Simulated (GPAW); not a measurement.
## CsPbCl3: optical spectrum from first principles

Aim: the dielectric function of CsPbCl3, and the optical constants that follow from it.

Program: GPAW 26.7.0. Level of theory: DFT, PBE, plane-wave PAW (GPAW data sets), scalar-relativistic, RPA, optical limit. Results are calculated unless marked as measured.

### Step 1. The structure

It takes space group Pm-3m (No. 221, cubic). The conventional cell has a = 5.605 Å, b = 5.605 Å, c = 5.605 Å, α = 90.00°, β = 90.00°, γ = 90.00°. Nearest to Pb lie 6 Cl at 2.80 Å. Nearest to Cs lie 12 Cl at 3.96 Å. Nearest to Cl lie 2 Pb at 2.80 Å and 4 Cs at 3.96 Å. Farther neighbours and most contacts between anions are not listed.

Coordinates:

```
Pb Cs Cl
1.0
     5.60500    0.00000    0.00000
     0.00000    5.60500    0.00000
     0.00000    0.00000    5.60500
Pb Cs Cl
1 1 3
Direct
  0.50000 0.50000 0.50000
  0.00000 0.00000 0.00000
  0.50000 0.00000 0.50000
  0.00000 0.50000 0.50000
  0.50000 0.50000 0.00000
```

### Step 2. Ground state

First the ground state: is it a metal or has it a gap?

This step: DFT, PBE, plane-wave PAW (GPAW data sets), scalar-relativistic, ground state (GPAW 26.7.0).

The input, gs.py:

```python
from ase import Atoms
from ase.dft.bandgap import bandgap
from gpaw import GPAW, PW, FermiDirac

atoms = Atoms(['Pb', 'Cs', 'Cl', 'Cl', 'Cl'],
              cell=[[5.605000000000, 0.000000000000, 0.000000000000],
                    [0.000000000000, 5.605000000000, 0.000000000000],
                    [0.000000000000, 0.000000000000, 5.605000000000]],
              scaled_positions=[[0.500000000000, 0.500000000000, 0.500000000000],
                                [0.000000000000, 0.000000000000, 0.000000000000],
                                [0.500000000000, 0.000000000000, 0.500000000000],
                                [0.000000000000, 0.500000000000, 0.500000000000],
                                [0.500000000000, 0.500000000000, 0.000000000000]],
              pbc=[True, True, True])
atoms.calc = GPAW(mode=PW(500), xc='PBE', kpts={'size': (4, 4, 4), 'gamma': True},
                  occupations=FermiDirac(0.05), maxiter=150, txt='gs.txt')
print('energy (eV)', atoms.get_potential_energy())
print('Fermi level (eV)', atoms.calc.get_fermi_level())
print('valence electrons', atoms.calc.get_number_of_electrons())
print('gap (eV)', bandgap(atoms.calc, output=None)[0])
print('direct gap (eV)', bandgap(atoms.calc, direct=True, output=None)[0])
atoms.calc.write('gs.gpw')
```

Run with:

```sh
$ OMP_NUM_THREADS=1 python gs.py
```

Numbers of over 12 decimals in the logs are rounded to 6 here.

The program printed:

```text
__  _  _
 | _ |_)|_||  |
 |__||  | ||/\| - 26.7.0

Versions:
  Python: 3.12.14
  ASE:    3.29.0
  Numpy:  2.5.5
  Scipy:  1.18.1
  Libxc:  7.0.0

Input parameters:
  mode=PW(ecut=500.0),
  kpts=MonkhorstPack(size=(4, 4, 4), gamma=True),
  maxiter=150,
  occupations=Occupations(name='fermi-dirac', width=0.05, fixmagmom=False),
  xc=XC(name='PBE')

Diagonalizing LCAO Hamiltonian
Converting LCAO to pw mode
    .-------------.
   /|             |
  / |             |
 *  |             |
 |  |             |
 | Cl    Pb       |
 |  |   Cl        |
 |  .-------------.
 | /     Cl      /
 |/             /
 Cs------------*

Atoms  # Å, Bohr magnetons
|   | symbol |        x |        y |        z |    initial magnetic moments |
| 0 |     Pb | 2.802500 | 2.802500 | 2.802500 | ( 0.0000,  0.0000,  0.0000) |
| 1 |     Cs | 0.000000 | 0.000000 | 0.000000 | ( 0.0000,  0.0000,  0.0000) |
| 2 |     Cl | 2.802500 | 0.000000 | 2.802500 | ( 0.0000,  0.0000,  0.0000) |
| 3 |     Cl | 0.000000 | 2.802500 | 2.802500 | ( 0.0000,  0.0000,  0.0000) |
| 4 |     Cl | 2.802500 | 2.802500 | 0.000000 | ( 0.0000,  0.0000,  0.0000) |

Unit cell  # Å
| periodic |        x |        y |        z |  lengths |    angles |
|      yes | 5.605000 | 0.000000 | 0.000000 | 5.605000 | 90.000000 |
|      yes | 0.000000 | 5.605000 | 0.000000 | 5.605000 | 90.000000 |
|      yes | 0.000000 | 0.000000 | 5.605000 | 5.605000 | 90.000000 |

Number of symmetries: 48
Symmetry operations  # r_c * U_cc + t_c -> r_c
|    | kind |            matrix            |
|  0 |  E   |  1, 0, 0,  0, 1, 0,  0, 0, 1 |
|  1 |  σ   |  1, 0, 0,  0, 1, 0,  0, 0,-1 |
|  2 |  σ   |  1, 0, 0,  0, 0, 1,  0, 1, 0 |
|  3 |  C4  |  1, 0, 0,  0, 0, 1,  0,-1, 0 |
|  4 |  C4  |  1, 0, 0,  0, 0,-1,  0, 1, 0 |
|  5 |  σ   |  1, 0, 0,  0, 0,-1,  0,-1, 0 |
|  6 |  σ   |  1, 0, 0,  0,-1, 0,  0, 0, 1 |
|  7 |  C2  |  1, 0, 0,  0,-1, 0,  0, 0,-1 |
|  8 |  σ   |  0, 1, 0,  1, 0, 0,  0, 0, 1 |
|  9 |  C2  |  0, 1, 0,  1, 0, 0,  0, 0,-1 |
| 10 |  C3  |  0, 1, 0,  0, 0, 1,  1, 0, 0 |
| 11 |  S6  |  0, 1, 0,  0, 0, 1, -1, 0, 0 |
| 12 |  S6  |  0, 1, 0,  0, 0,-1,  1, 0, 0 |
| 13 |  C3  |  0, 1, 0,  0, 0,-1, -1, 0, 0 |
| 14 |  C4  |  0, 1, 0, -1, 0, 0,  0, 0, 1 |
| 15 |  S4  |  0, 1, 0, -1, 0, 0,  0, 0,-1 |
| 16 |  C3  |  0, 0, 1,  1, 0, 0,  0, 1, 0 |
| 17 |  S6  |  0, 0, 1,  1, 0, 0,  0,-1, 0 |
| 18 |  σ   |  0, 0, 1,  0, 1, 0,  1, 0, 0 |
| 19 |  C4  |  0, 0, 1,  0, 1, 0, -1, 0, 0 |
| 20 |  C2  |  0, 0, 1,  0,-1, 0,  1, 0, 0 |
| 21 |  S4  |  0, 0, 1,  0,-1, 0, -1, 0, 0 |
| 22 |  S6  |  0, 0, 1, -1, 0, 0,  0, 1, 0 |
| 23 |  C3  |  0, 0, 1, -1, 0, 0,  0,-1, 0 |
| 24 |  S6  |  0, 0,-1,  1, 0, 0,  0, 1, 0 |
| 25 |  C3  |  0, 0,-1,  1, 0, 0,  0,-1, 0 |
| 26 |  C4  |  0, 0,-1,  0, 1, 0,  1, 0, 0 |
| 27 |  σ   |  0, 0,-1,  0, 1, 0, -1, 0, 0 |
| 28 |  S4  |  0, 0,-1,  0,-1, 0,  1, 0, 0 |
| 29 |  C2  |  0, 0,-1,  0,-1, 0, -1, 0, 0 |
| 30 |  C3  |  0, 0,-1, -1, 0, 0,  0, 1, 0 |
| 31 |  S6  |  0, 0,-1, -1, 0, 0,  0,-1, 0 |
| 32 |  C4  |  0,-1, 0,  1, 0, 0,  0, 0, 1 |
| 33 |  S4  |  0,-1, 0,  1, 0, 0,  0, 0,-1 |
| 34 |  S6  |  0,-1, 0,  0, 0, 1,  1, 0, 0 |
| 35 |  C3  |  0,-1, 0,  0, 0, 1, -1, 0, 0 |
| 36 |  C3  |  0,-1, 0,  0, 0,-1,  1, 0, 0 |
| 37 |  S6  |  0,-1, 0,  0, 0,-1, -1, 0, 0 |
| 38 |  σ   |  0,-1, 0, -1, 0, 0,  0, 0, 1 |
| 39 |  C2  |  0,-1, 0, -1, 0, 0,  0, 0,-1 |
| 40 |  σ   | -1, 0, 0,  0, 1, 0,  0, 0, 1 |
| 41 |  C2  | -1, 0, 0,  0, 1, 0,  0, 0,-1 |
| 42 |  C2  | -1, 0, 0,  0, 0, 1,  0, 1, 0 |
| 43 |  S4  | -1, 0, 0,  0, 0, 1,  0,-1, 0 |
| 44 |  S4  | -1, 0, 0,  0, 0,-1,  0, 1, 0 |
| 45 |  C2  | -1, 0, 0,  0, 0,-1,  0,-1, 0 |
| 46 |  C2  | -1, 0, 0,  0,-1, 0,  0, 0, 1 |
| 47 |  i   | -1, 0, 0,  0,-1, 0,  0, 0,-1 |

BZ-sampling:
  Number of BZ points: 64
  Number of IBZ points: 10

  Monkhorst-Pack size: [4, 4, 4]
  Monkhorst-Pack shift: [0.125, 0.125, 0.125]

K-points  # in reciprocal-cell coordinates
|   |                                coordinates |     weight |
| 0 | (  0.00000000,   0.00000000,   0.00000000) | 0.01562500 |
| 1 | (  0.25000000,   0.00000000,   0.00000000) | 0.09375000 |
| 2 | (  0.25000000,   0.25000000,   0.00000000) | 0.18750000 |
| 3 | (  0.25000000,   0.25000000,   0.25000000) | 0.12500000 |
| 4 | (  0.50000000,   0.00000000,   0.00000000) | 0.04687500 |
| 5 | (  0.50000000,   0.25000000,   0.00000000) | 0.18750000 |
| 6 | (  0.50000000,   0.25000000,   0.25000000) | 0.18750000 |
| 7 | (  0.50000000,   0.50000000,   0.00000000) | 0.04687500 |
| 8 | (  0.50000000,   0.50000000,   0.25000000) | 0.09375000 |
| 9 | (  0.50000000,   0.50000000,   0.50000000) | 0.01562500 |

Plane wave coefficients: 4492
Cutoff: 500.0 eV

Spin-components: 1 (collinear spins)
Bands:           26
Projectors:      26
Spin-degeneracy: 2
Datatype:        complex128

Parallelization:
  kpt:    1
  domain: 1
  band:   1

Density:
  Valence electrons: 44.0
  Components: 1
  Grid points: [30 30 30]
  Charge: 0.0  # |e|

Potential:
  Grid points: [30 30 30]

species:
  Pb:
    name:    Lead
    id:
    Z:       82.0
    valence: 14
    core:    68
    charge:  0.0  # [|e|]
    compensation charges:
      type: gauss
      rc: 0.38  # [Å]
      lmax: 2
    cutoffs:
      filter: 2.36  # [Å]
      core: 2.43  # [Å]
    projectors
    | kind |    occ | energy [eV] | rcut [Å] |
    |   6s |  2.000 |     -11.969 |    1.259 |
    |   6p |  2.000 |      -3.506 |    1.275 |
    |   5d | 10.000 |     -21.211 |    1.217 |
    |    s |        |      15.243 |    1.259 |
    |    p |        |      23.705 |    1.275 |
    |    d |        |       6.001 |    1.217 |

    Using partial waves for Pb as LCAO basis

  Cs:
    name:    Caesium
    id:
    Z:       55.0
    valence: 9
    core:    46
    charge:  0.0  # [|e|]
    compensation charges:
      type: gauss
      rc: 0.33  # [Å]
      lmax: 2
    cutoffs:
      filter: 2.06  # [Å]
      core: 2.51  # [Å]
    projectors
    | kind |    occ | energy [eV] | rcut [Å] |
    |   5s |  2.000 |     -26.706 |    1.164 |
    |   6s |  1.000 |      -2.085 |    1.164 |
    |   5p |  6.000 |     -13.523 |    1.058 |
    |    p |        |      13.688 |    1.058 |
    |    d |        |       0.000 |    1.058 |

    Using partial waves for Cs as LCAO basis

  Cl:
    name:    Chlorine
    id:
    Z:       17.0
    valence: 7
    core:    10
    charge:  0.0  # [|e|]
    compensation charges:
      type: gauss
      rc: 0.25  # [Å]
      lmax: 2
    cutoffs:
      filter: 1.40  # [Å]
      core: 1.49  # [Å]
    projectors
    | kind |    occ | energy [eV] | rcut [Å] |
    |   3s |  2.000 |     -20.689 |    0.794 |
    |   3p |  5.000 |      -8.594 |    0.794 |
    |    s |        |       6.523 |    0.794 |
    |    p |        |      18.617 |    0.794 |
    |    d |        |       0.000 |    0.794 |

    Using partial waves for Cl as LCAO basis

Reference energy: -816739.388037  # eV

eigensolver:
  PPCG
  Converge bands: occupied
  niter=2

density mixing:
  MSR1-Mixer
  Pratt-step length: 0.05
  Maximum mixing coefficient: 0.75
  Old densities: 10
  SVD Regularization: 0.005
  Good broyden scale: 1.0
  Trust region scale: 1.0
  Backstep threshold: 4.0
  History deletion threshold: 6.0
  Fourier metric: weight=20.0, sigma=0.015

occupation numbers:
  Fermi-Dirac:
    width: 0.0500  # eV

poisson solver:
  ecut: 4000.0  # eV

xc functional:
  name: PBE with 2 nearest neighbor stencil

convergence criteria:
- Maximum [total energy] change in last 3 cyles: 0.0005 eV / valence electron
- Maximum integral of absolute [dens]ity change: 0.0001 electrons / valence electron
- Maximum integral of absolute [eigenst]ate change: 4e-08 eV^2 / valence electron
maximum number of iterations: 150

SCF iterations
|iter     |      energy | eigst |  dens |
|iter:   1||  -18.306288 | -0.12 |       |
|iter:   2||  -18.169319 | -1.75 | -1.24 |
|iter:   3||  -17.584032 | -1.29 | -1.29 |
|iter:   4||  -17.585455 | -2.94 | -1.80 |
|iter:   5||  -17.588964c| -4.10 | -2.22 |
|iter:   6||  -17.589243c| -4.99 | -2.95 |
|iter:   7||  -17.589259c| -6.21 | -3.56 |
|iter:   8||  -17.589261c| -7.11 | -4.11c|
|iter:   9||  -17.589261c| -7.55c| -5.08c|

Converged in 9 steps
SCF loop duration: 14.823 s (1.647 s/step)
Energy contributions relative to reference atoms: (reference = -816739.388037)

Energy contributions:
  Kinetic:          32.875300
  Coulomb:         -32.687224
  Zero:             -0.082886
  External:          0.000000
  Xc:              -17.694452
  Entropy:          -0.000000
  Spinorbit:         0.000000
  ----------------------------
  Free energy:     -17.589261
  Extrapolated:    -17.589261

dipole moment: (-52.513979, -52.513979, -52.513979)  # |e|*Ang

Fermi level: 3.991
Eigenvalues  # (at kpt = [0.000, 0.000, 0.000])
| band index |      eig [eV] | occ [0-2] |
|          0 |       -18.295 |     2.000 |
|        ... |               |           |
|         14 |        -1.635 |     2.000 |
|         15 |        -1.635 |     2.000 |
|         16 |         0.407 |     2.000 |
|         17 |         0.407 |     2.000 |
|         18 |         0.407 |     2.000 |
|         19 |         0.512 |     2.000 |
|         20 |         0.512 |     2.000 |
|         21 |         0.512 |     2.000 |
|         22 |         6.399 |     0.000 |
|         23 |         9.213 |     0.000 |
|         24 |         9.213 |     0.000 |
|         25 |         9.213 |     0.000 |

Gap: 1.866 eV
Transition (v -> c):
  (s=0, k=9, n=21, [0.50, 0.50, 0.50]) -> (s=0, k=9, n=22, [0.50, 0.50, 0.50])
No difference between direct/indirect transitions

--- standard output ---
energy (eV) -17.589261
Fermi level (eV) 3.990753
valence electrons 44.0
gap (eV) 1.866316
direct gap (eV) 1.866316
```

Elapsed: 17 s, on 1 thread of Arm Neoverse V2, shared host; peak memory 0.2 GiB.

This step gave:

```
energy                 : -17.59 eV
Fermi energy           : 3.991 eV
gap on the k-mesh      : 1.866 eV
direct gap on the mesh : 1.866 eV
electrons              : 44
```

There is a gap, 1.87 eV on this mesh (points off the mesh can give less), so no carriers' term is needed.

### Step 3. Bands for the response

At the fixed density, many empty bands are solved on the mesh of the response, since the spectrum sums over them.

This step: DFT, PBE, plane-wave PAW (GPAW data sets), scalar-relativistic, bands at fixed density (GPAW 26.7.0).

The input, nscf.py:

```python
from ase.dft.bandgap import bandgap
from gpaw import GPAW, FermiDirac

calc = GPAW('gs.gpw').fixed_density(kpts={'size': (6, 6, 6), 'gamma': True}, nbands=84, convergence={'bands': 78},
                                    occupations=FermiDirac(0.001), txt='nscf.txt')
print('gap (eV)', bandgap(calc, output=None)[0])
print('direct gap (eV)', bandgap(calc, direct=True, output=None)[0])
print('top band over the Fermi level (eV)', min(calc.get_eigenvalues(kpt=k)[77] for k in range(len(calc.get_ibz_k_points()))) - calc.get_fermi_level())
calc.write('full.gpw', mode='all')
```

Run with:

```sh
$ OMP_NUM_THREADS=1 python nscf.py
```

The program printed:

```text
Diagonalizing LCAO Hamiltonian
Converting LCAO to pw mode
convergence criteria:
- Maximum integral of absolute [eigenst]ate change: 4e-08 eV^2 / valence electron
maximum number of iterations: 150

SCF iterations
|iter     |      energy | eigst |  dens |
|iter:   1||             | +3.59 |       |
|iter:   2||             | +2.39 |       |
|iter:   3||             | +1.56 |       |
|iter:   4||             | +0.71 |       |
|iter:   5||             | +0.12 |       |
|iter:   6||             | -0.43 |       |
|iter:   7||             | -0.90 |       |
|iter:   8||             | -1.40 |       |
|iter:   9||             | -1.85 |       |
|iter:  10||             | -2.33 |       |
|iter:  11||             | -2.73 |       |
|iter:  12||             | -3.19 |       |
|iter:  13||             | -3.59 |       |
|iter:  14||             | -4.02 |       |
|iter:  15||             | -4.39 |       |
|iter:  16||             | -4.79 |       |
|iter:  17||             | -5.16 |       |
|iter:  18||             | -5.53 |       |
|iter:  19||             | -5.90 |       |
|iter:  20||             | -6.26 |       |
|iter:  21||             | -6.60 |       |
|iter:  22||             | -6.91 |       |
|iter:  23||             | -7.21 |       |
|iter:  24||             | -7.50c|       |
SCF steps: 24
  __  _  _
 | _ |_)|_||  |
 |__||  | ||/\| - 26.7.0

Versions:
  Python: 3.12.14
  ASE:    3.29.0
  Numpy:  2.5.5
  Scipy:  1.18.1
  Libxc:  7.0.0

Input parameters:
  mode=PW(ecut=500.0),
  convergence={'bands': 78},
  gpts=array([30, 30, 30]),
  kpts=MonkhorstPack(size=(6, 6, 6), gamma=True),
  maxiter=150,
  nbands=84,
  occupations=Occupations(name='fermi-dirac', width=0.001, fixmagmom=False),
  parallel={},
  xc=XC(name='PBE')

--- standard output ---
gap (eV) 1.866316
direct gap (eV) 1.866316
top band over the Fermi level (eV) 21.014343
```

The job ended after 4 min (1 thread; peak memory 0.34 GiB).

(Continued in part 2 of 2.)

[Machine, clock and banner lines and Python warnings are left out of the logs.]

[Logs are printed without paths, hosts, clocks, repeated set-up lines and the standing remarks that a program may print on its own settings, such as how far it seeks lower states.]

[Hosts, paths, dates, database ids (printed as entryN), source tags and the programs' standing remarks are cut or masked in the printed files.]
